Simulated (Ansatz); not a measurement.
# Bands, cutoff and cost in G0W0 for LaGaO3 (R-3c)

Wanted: a G0W0 gap for LaGaO3 (R-3c) that is converged in bands and cutoff, or an estimate of the limit.

Calculated with Ansatz 0.2.0; G0W0 on r2SCAN, plane waves, PAW.

This is a report of a sequence of runs, with most program output left out.

## 1. The starting structure

It takes space group R-3c (No. 167, trigonal). Conventional cell: a = 5.543 Å, b = 5.543 Å, c = 13.433 Å, α = 90.00°, β = 90.00°, γ = 120.00°. Nearest to La lie 12 O at 2.47 to 3.08 Å. Nearest to Ga lie 6 O at 1.98 Å. O has 2 Ga at 1.98 Å and 4 La at 2.47 to 3.08 Å nearest. Farther neighbours and most contacts between anions are not listed.

The cell and positions come from the Crystallography Open Database and are kept as given unless a step says otherwise. Spin-orbit coupling is left out unless a step names it.

## 2. 312 empty bands, screening to 110 eV

Now the one-shot GW correction: screening in the RPA, then the self-energy of the levels asked for. This step takes hard PAW files.

input.yaml reads:

```yaml
crystal:
  lattice:
    - [2.77145, 1.6000974035, 4.4776]
    - [-2.77145, 1.6000974035, 4.4776]
    - [0.0, -3.2001948071, 4.4776]
  atoms:
    - { symbol: La, position: [0.25, 0.25, 0.25] }
    - { symbol: La, position: [0.75, 0.75, 0.75] }
    - { symbol: Ga, position: [0.0, 0.0, 0.0] }
    - { symbol: Ga, position: [0.5, 0.5, 0.5] }
    - { symbol: O, position: [0.8048, 0.6952, 0.25] }
    - { symbol: O, position: [0.25, 0.8048, 0.6952] }
    - { symbol: O, position: [0.6952, 0.25, 0.8048] }
    - { symbol: O, position: [0.1952, 0.3048, 0.75] }
    - { symbol: O, position: [0.75, 0.1952, 0.3048] }
    - { symbol: O, position: [0.3048, 0.75, 0.1952] }
kpoints:
  mp_grid: { grid: [4, 4, 4] }
hamiltonian:
  xc: r2scan
  pseudopotentials: { kind: paw, source: ansatz }
scf:
  occupations: { method: fixed }
gw:
  n_empty_bands: 312
  ecut_chi: 110.0
  qp_bands: [v3, c3]
  qp_kpoints: band_edges
  screening: { model: contour_deformation }
```

Launch:

```sh
$ ansatz run input.yaml --threads 4 --pin off --max-ram 138240MiB --backend cuda --events-out ev --progress --plain --runs-dir out --devices 1 --max-vram 26GiB
```

Elapsed: 69 s, on 1 × NVIDIA H100 80GB HBM3 (shared by 3 runs) with 4 threads of AMD EPYC 7R13 (Zen 3), shared host; peak memory 5.1 GiB.

This step gave:

- bands summed: 362
- RPA ε∞ on this mesh (eigenvalues): 4.255, 4.424, 4.424
- plane waves in the screening matrix: 331
- q-points in the mesh: 64
- G0W0 gap on the mesh: 5.605 eV
- k of the valence top: 0, -0.5, -0.5
- k of the conduction bottom: 0, 0, 0
- starting gap on the mesh: 4.369 eV
- Z at the valence top: 0.7749
- Z at the conduction bottom: 0.8333
- least direct G0W0 gap on the computed points: 5.711 eV

The gap on the mesh goes from 4.37 eV to 5.61 eV, a correction of +1.24 eV. Between the two edge states, bare exchange in place of the xc potential would open the gap by 9.55 eV, and correlation takes back 8.32 eV.

## 3. 708 empty bands, screening to 190 eV

Bands and screening cutoff are moved together, since each hides the error of the other.

input.yaml: that of step 2 with these lines changed.

```diff
@@ -24,4 +24,4 @@
 gw:
-  n_empty_bands: 312
-  ecut_chi: 110.0
+  n_empty_bands: 708
+  ecut_chi: 190.0
   qp_bands: [v3, c3]
```

It took 2 min on 1 × NVIDIA H100 80GB HBM3 (shared by 3 runs) with 4 threads; peak memory 7 GiB; 3.5 min of CPU time.

This step gave:

| Quantity | Value |
| --- | --- |
| bands summed | 758 |
| RPA ε∞ on this mesh (eigenvalues) | 4.247, 4.416, 4.416 |
| plane waves in the screening matrix | 725 |
| q-points in the mesh | 64 |
| G0W0 gap on the mesh | 5.665 eV |
| k of the valence top | 0, -0.5, -0.5 |
| k of the conduction bottom | 0, 0, 0 |
| starting gap on the mesh | 4.369 eV |
| Z at the valence top | 0.7708 |
| Z at the conduction bottom | 0.8310 |
| least direct G0W0 gap on the computed points | 5.783 eV |

Against the run with 4×4×4 mesh, 312 empty bands, screening to 110 eV, hard PAW files, the gap moves by +0.06 eV.

## 4. 1200 empty bands, screening to 270 eV

input.yaml: that of step 3 with these lines changed.

```diff
@@ -24,4 +24,4 @@
 gw:
-  n_empty_bands: 708
-  ecut_chi: 190.0
+  n_empty_bands: 1200
+  ecut_chi: 270.0
   qp_bands: [v3, c3]
```

Elapsed: 3.7 min, on 1 × NVIDIA H100 80GB HBM3 (shared by 3 runs) with 4 threads; peak memory 9.7 GiB.

This step gave:

| Quantity | Value |
| --- | --- |
| bands summed | 1250 |
| RPA ε∞ on this mesh (eigenvalues) | 4.241, 4.408, 4.408 |
| plane waves in the screening matrix | 1241 |
| G0W0 gap on the mesh | 5.704 eV |
| k of the valence top | 0, -0.5, -0.5 |
| k of the conduction bottom | 0, 0, 0 |
| starting gap on the mesh | 4.369 eV |
| least direct G0W0 gap on the computed points | 5.825 eV |

Against the run with 4×4×4 mesh, 708 empty bands, screening to 190 eV, hard PAW files, the gap moves by +0.04 eV.

## 5. 2003 empty bands, screening to 380 eV

input.yaml: that of step 4 with these lines changed.

```diff
@@ -24,4 +24,4 @@
 gw:
-  n_empty_bands: 1200
-  ecut_chi: 270.0
+  n_empty_bands: 2003
+  ecut_chi: 380
   qp_bands: [v3, c3]
```

Run time: 7 min. Hardware: 1 × NVIDIA H100 80GB HBM3 (shared by 3 runs) with 4 threads; peak memory 16 GiB.

This step gave:

```yaml
bands_summed: 2053
rpa_eps_infinity_on_this_mesh_eigenvalues: 4.237, 4.404, 4.404
plane_waves_in_the_screening_matrix: 2013
g0w0_gap_on_the_mesh: 5.742 eV
k_of_the_valence_top: 0, -0.5, -0.5
k_of_the_conduction_bottom: 0, 0, 0
starting_gap_on_the_mesh: 4.369 eV
least_direct_g0w0_gap_on_the_computed_points: 5.865 eV
```

Against the run with 4×4×4 mesh, 1200 empty bands, screening to 270 eV, hard PAW files, the gap moves by +0.04 eV.

## 6. Changing the k mesh: 6×6×6 mesh, 312 empty bands, screening to 110 eV, hard PAW files

A second mesh at equal bands and cutoff isolates the sampling error. Bands and cutoff differ from the step before, so it is read against an earlier run that matches them.

input.yaml: that of step 5 with these lines changed.

```diff
@@ -17,3 +17,3 @@
 kpoints:
-  mp_grid: { grid: [4, 4, 4] }
+  mp_grid: { grid: [6, 6, 6] }
 hamiltonian:
@@ -24,4 +24,4 @@
 gw:
-  n_empty_bands: 2003
-  ecut_chi: 380
+  n_empty_bands: 312
+  ecut_chi: 110.0
   qp_bands: [v3, c3]
```

Elapsed: 6.9 min, on 1 × NVIDIA H100 80GB HBM3 (shared by 3 runs) with 4 threads; peak memory 6.9 GiB; 12 min of CPU time.

This step gave:

```
bands summed                                 : 362
RPA ε∞ on this mesh (eigenvalues)            : 4.248, 4.421, 4.421
plane waves in the screening matrix          : 331
G0W0 gap on the mesh                         : 5.590 eV
k of the valence top                         : 0, 0.3333, -0.3333
k of the conduction bottom                   : 0, 0, 0
starting gap on the mesh                     : 4.363 eV
least direct G0W0 gap on the computed points : 5.706 eV
```

Against the run with 4×4×4 mesh, 312 empty bands, screening to 110 eV, hard PAW files, the gap moves by −0.016 eV. A band edge is found at another k point on this mesh.

## 7. The runs together

Times are wall times on 1 × NVIDIA H100 80GB HBM3 (shared by 3 runs) with 4 threads of AMD EPYC 7R13 (Zen 3), shared host, good to a factor of about two.

| mesh | files | frequency | bands summed | cutoff (eV) | start (eV) | G0W0 (eV) | time | host memory (GiB) |
| --- | --- | --- | --- | --- | --- | --- | --- | --- |
| 4×4×4 | hard PAW | contour deformation | 362 | 110 | 4.369 | 5.605 | 69 s | 5.1 |
| 4×4×4 | hard PAW | contour deformation | 758 | 190 | 4.369 | 5.665 | 2 min | 7 |
| 4×4×4 | hard PAW | contour deformation | 1250 | 270 | 4.369 | 5.704 | 3.7 min | 9.7 |
| 4×4×4 | hard PAW | contour deformation | 2053 | 380 | 4.369 | 5.742 | 7 min | 16 |
| 6×6×6 | hard PAW | contour deformation | 362 | 110 | 4.363 | 5.590 | 6.9 min | 6.9 |

The parts of the quasiparticle energy at the two band edges (eV; QP = start + Σx + Σc − Vxc):

| run | edge | start | Σx | Σc | Vxc | Z | QP |
| --- | --- | --- | --- | --- | --- | --- | --- |
| 362 bands | valence top | 11.38 | -26.29 | 4.49 | -21.54 | 0.77 | 11.13 |
| 362 bands | conduction bottom | 15.75 | -13.22 | -3.82 | -18.02 | 0.83 | 16.73 |
| 758 bands | valence top | 11.38 | -26.29 | 4.19 | -21.54 | 0.77 | 10.82 |
| 758 bands | conduction bottom | 15.75 | -13.22 | -4.07 | -18.02 | 0.83 | 16.49 |
| 1250 bands | valence top | 11.38 | -26.29 | 4.01 | -21.54 | 0.77 | 10.65 |
| 1250 bands | conduction bottom | 15.75 | -13.22 | -4.20 | -18.02 | 0.83 | 16.35 |
| 2053 bands | valence top | 11.38 | -26.29 | 3.89 | -21.54 | 0.77 | 10.52 |
| 2053 bands | conduction bottom | 15.75 | -13.22 | -4.29 | -18.02 | 0.83 | 16.26 |

## 8. Results

* 362 bands, 110 eV: 5.605 eV
* 758 bands, 190 eV: 5.665 eV
* 1250 bands, 270 eV: 5.704 eV
* 2053 bands, 380 eV: 5.742 eV
* estimated limit in bands and cutoff: 5.80 eV
* mesh and start: 4×4×4, r2SCAN

In words: A line in one over the bands through the two highest rungs gives 5.80 eV, +0.06 eV from the top rung; the pair below gives 5.76 eV, so the estimate is still climbing. The rungs stand 0.20 eV (362 bands), 0.14 eV (758 bands), 0.10 eV (1250 bands) and 0.06 eV (2053 bands) from it. From 362 to 2053 bands the gap moves by +0.14 eV while the time grows 6.1-fold. Σc changes by −0.61 eV at the valence top and −0.47 eV at the conduction bottom, so the levels themselves move more than the gap between them. On the 6×6×6 mesh in place of 4×4×4 the gap differs by −0.02 eV, of which −0.01 eV is already in the start. The cheapest rung within 0.1 eV of this estimate is that with 1250 bands (3.7 min). Gaps are over the mesh's points; an edge off the mesh would be missed. Empty 4f levels lie among the conduction bands. Their place in the start is unsure; it enters the screening, and the edge itself where they lie low. The many-body steps are scalar-relativistic: spin-orbit coupling is not in them.

[Paths, hosts, dates, memory and timing lines, banners, echoed tables and standing remarks are left out of the program output.]

[Logs are printed without paths, hosts, clocks, repeated set-up lines and the standing remarks that a program may print on its own settings, such as how far it seeks lower states.]

[Runs of the session that timed out or met a known fault of the program may be left out.]

[Cells called generated may have been cut or substituted from an entry of the Crystallography Open Database or the Materials Project.]

[Hosts, paths, dates, database ids (printed as entryN), source tags and the programs' standing remarks are cut or masked in the printed files.]
